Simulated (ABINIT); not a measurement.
An input for ABINIT 10.8.3 (LiH (Fm-3m)):

```
acell 3*1.0 Angstrom
rprim 
  -0.000000000000 2.036750000000 2.036750000000
  2.036750000000 -0.000000000000 2.036750000000
  2.036750000000 2.036750000000 -0.000000000000
ntypat 2
znucl 3 1
natom 2
typat 1 2
xred 
  0.000000000000 0.000000000000 0.000000000000
  0.500000000000 0.500000000000 0.500000000000
pp_dirpath "pseudos"
pseudos "Li.upf, H.upf"
ecut 33
ngkpt 6 6 6
nshiftk 1
shiftk 0 0 0
kptopt 1
chksymbreak 0
istwfk *1
occopt 1
irdwfk 1
optdriver 4
nband 79
gwcalctyp 28
ecutsigx 33
symsigma 0
nkptgw 16
kptgw 
  0.0000000000 0.0000000000 0.0000000000
  0.1666666667 0.0000000000 0.0000000000
  0.3333333333 0.0000000000 0.0000000000
  0.5000000000 0.0000000000 0.0000000000
  0.1666666667 0.1666666667 0.0000000000
  0.3333333333 0.1666666667 0.0000000000
  0.5000000000 0.1666666667 0.0000000000
  -0.3333333333 0.1666666667 0.0000000000
  -0.1666666667 0.1666666667 0.0000000000
  0.3333333333 0.3333333333 0.0000000000
  0.5000000000 0.3333333333 0.0000000000
  -0.3333333333 0.3333333333 0.0000000000
  0.5000000000 0.5000000000 0.0000000000
  0.5000000000 0.3333333333 0.1666666667
  -0.3333333333 0.3333333333 0.1666666667
  -0.3333333333 0.5000000000 0.1666666667
bdgw 
  1 28
  1 28
  1 28
  1 28
  1 28
  1 28
  1 28
  1 28
  1 28
  1 28
  1 28
  1 28
  1 28
  1 28
  1 28
  1 28
ecuteps 8
irdscr 1
ppmodel 1
irdqps 1
rhoqpmix 0.3
indata_prefix "in"
outdata_prefix "out"
tmpdata_prefix "tmp"
```

The database entry behind the starting cell differs from later determinations by our own check (the deuteride, about 0.2 % short), so it need not match the best structure at ambient conditions.

```sh
OMP_NUM_THREADS=1 mpirun -n 8 abinit run.abi > log
```

Estimate wall time and host memory on 8 MPI ranks of Intel Xeon Platinum 8488C (Sapphire Rapids), shared host.

It took 6.8 min; on shared hardware allow 3.4 min to 14 min. Peak host memory was 2.5 GiB.

[Paths, hosts, dates, memory and timing lines, banners, echoed tables and standing remarks are left out of the program output.]

[Logs are printed without paths, hosts, clocks, repeated set-up lines and the standing remarks that a program may print on its own settings, such as how far it seeks lower states.]

[Runs of the session that timed out or met a known fault of the program may be left out.]

[Hosts, paths, dates, database ids (printed as entryN), source tags and the programs' standing remarks are cut or masked in the printed files.]

[G0W0 gaps are taken among the corrected bands and points alone; a level outside them can change the order at an edge.]

[Where Ansatz stands beside ABINIT at settings called matched, ABINIT's density can come from a denser mesh and the files from another edition; pairs whose starting gaps differed by over 0.03 eV were left out, so agreement reads better than it is.]
